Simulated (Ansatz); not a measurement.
In doubt: the elements are of a kind flagged for part-filled d or f shells, though by formal charges that shell is empty here, so the flag may not apply.

Two G0W0 runs on CeO2 (Fm-3m).

```
Ce O
1.0
     0.00000    2.70365    2.70365
     2.70365    0.00000    2.70365
     2.70365    2.70365    0.00000
Ce O
1 2
Cartesian
  0.0000 0.0000 0.0000
  1.3518 1.3518 1.3518
  4.0555 4.0555 4.0555
```

The cell and positions come from the Crystallography Open Database and are kept as given unless a step says otherwise. Spin-orbit coupling is left out unless a run names it.

The first (Ansatz 0.2.0; start PBE, 6×6×6 mesh, 164 empty bands, screening to 150 eV, PAW set soft_1 files; 1 × NVIDIA H100 80GB HBM3 (shared by 6 runs) with 3 threads of AMD EPYC 7R13 (Zen 3), shared host) gave, on its mesh: starting gap 2.08 eV, G0W0 gap 3.86 eV, RPA ε∞ (mean) 7.61, 16 s.

The second gave: starting gap 12.83 eV, G0W0 gap 7.04 eV, RPA ε∞ (mean) 2.60, 47 s.

**Question.** What was changed in the input? Choose among start, files, mesh, bands and cutoff, frequency model or another key.

Changed: start from PBE to PBE with 90 % exact exchange. A jump of this size in the start, with ε∞ moving the other way, marks another functional. Other changes could give like numbers; this is the one that was made.

Limits: not at the basis limit; f levels unsure; no spin polarisation; f levels unsure; no spin-orbit coupling.

[Paths, hosts, dates, memory and timing lines, banners, echoed tables and standing remarks are left out of the program output.]

[Logs are printed without paths, hosts, clocks, repeated set-up lines and the standing remarks that a program may print on its own settings, such as how far it seeks lower states.]

[Runs of the session that timed out or met a known fault of the program may be left out.]

[Cells called generated may have been cut or substituted from an entry of the Crystallography Open Database or the Materials Project.]

[Hosts, paths, dates, database ids (printed as entryN), source tags and the programs' standing remarks are cut or masked in the printed files.]
